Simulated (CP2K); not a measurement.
Consider fluorocarbonylpyrazine at its PBE geometry (Å).

```xyz
12

O     2.9225    0.2706   -0.9465
C     2.1854   -0.3077   -0.1912
F     2.6591   -1.2588    0.6740
C     0.7120   -0.1168   -0.0477
C     0.0809    0.8523   -0.8427
N    -1.2379    1.0805   -0.7659
C    -1.9104    0.3197    0.1143
C    -1.2773   -0.6467    0.9092
N     0.0395   -0.8760    0.8381
H     0.6593    1.4495   -1.5492
H    -2.9877    0.4845    0.1876
H    -1.8454   -1.2511    1.6198
```

Method: CP2K XAS_TDP, all-electron GAPW, PBEh(45%), aug-cc-pVDZ, TDA, GW2X-corrected core level, no relativity.

Q: Where do the C K-edge lines lie, and how strong are they?

Leading lines: C2 290.30 eV, C4 287.11 eV, C5 287.11 eV, C7 286.93 eV and C8 287.34 eV. The leading line of an atom is its first one with 35 % of the strongest within 2.5 eV of its lowest line over the strength cut. Core ionisation energies at this level: C5 293.97, C7 293.92, C8 293.83, C2 298.05 and C4 293.91 eV.

The first six lines of each atom with a strength over 0.0015:

| atom | energy (eV) | states | strength, one atom | above the computed threshold |
| --- | --- | --- | --- | --- |
| C2 (bonded to C, F and O) | 290.30 | 1 | 0.0645 |  |
|  | 294.31 | 1 | 0.0042 |  |
|  | 295.25 | 1 | 0.0117 |  |
|  | 295.57 | 1 | 0.0323 |  |
|  | 296.91 | 1 | 0.0163 |  |
|  | 297.29 | 1 | 0.0038 |  |
| C4 (bonded to 2 C and N) | 287.11 | 1 | 0.0369 |  |
|  | 291.08 | 1 | 0.0193 |  |
|  | 292.01 | 1 | 0.0050 |  |
|  | 292.87 | 1 | 0.0041 |  |
|  | 293.37 | 1 | 0.0027 |  |
|  | 293.47 | 1 | 0.0074 |  |
| C5 (bonded to C, N and H) | 287.11 | 1 | 0.0563 |  |
|  | 291.93 | 1 | 0.0102 |  |
|  | 292.77 | 1 | 0.0065 |  |
|  | 293.18 | 1 | 0.0028 |  |
|  | 293.36 | 1 | 0.0032 |  |
|  | 293.86 | 1 | 0.0022 |  |
| C7 (bonded to C, N and H) | 286.93 | 1 | 0.0516 |  |
|  | 289.20 | 1 | 0.0021 |  |
|  | 291.51 | 1 | 0.0138 |  |
|  | 292.13 | 1 | 0.0083 |  |
|  | 292.66 | 1 | 0.0036 |  |
|  | 293.20 | 1 | 0.0025 |  |
| C8 (bonded to C, N and H) | 287.34 | 1 | 0.0499 |  |
|  | 288.54 | 1 | 0.0039 |  |
|  | 291.44 | 1 | 0.0133 |  |
|  | 292.14 | 1 | 0.0064 |  |
|  | 292.55 | 1 | 0.0039 |  |
|  | 293.10 | 1 | 0.0028 |  |

Lines are vertical, at one geometry, with no vibrational structure. GW2X ionisation energies and lines can be off by 1 to 2 eV either way, and a good line position may hide errors that cancel. These values hold no scalar relativity, about 0.1 eV for C 1s. Rydberg lines, and the discretised continuum above threshold, depend on the basis and the box.

[Banner, clock and machine lines of the logs are left out without a mark of their own.]

[Logs are printed without paths, hosts, clocks, repeated set-up lines and the standing remarks that a program may print on its own settings, such as how far it seeks lower states.]

[Hosts, paths, dates, database ids (printed as entryN), source tags and the programs' standing remarks are cut or masked in the printed files.]
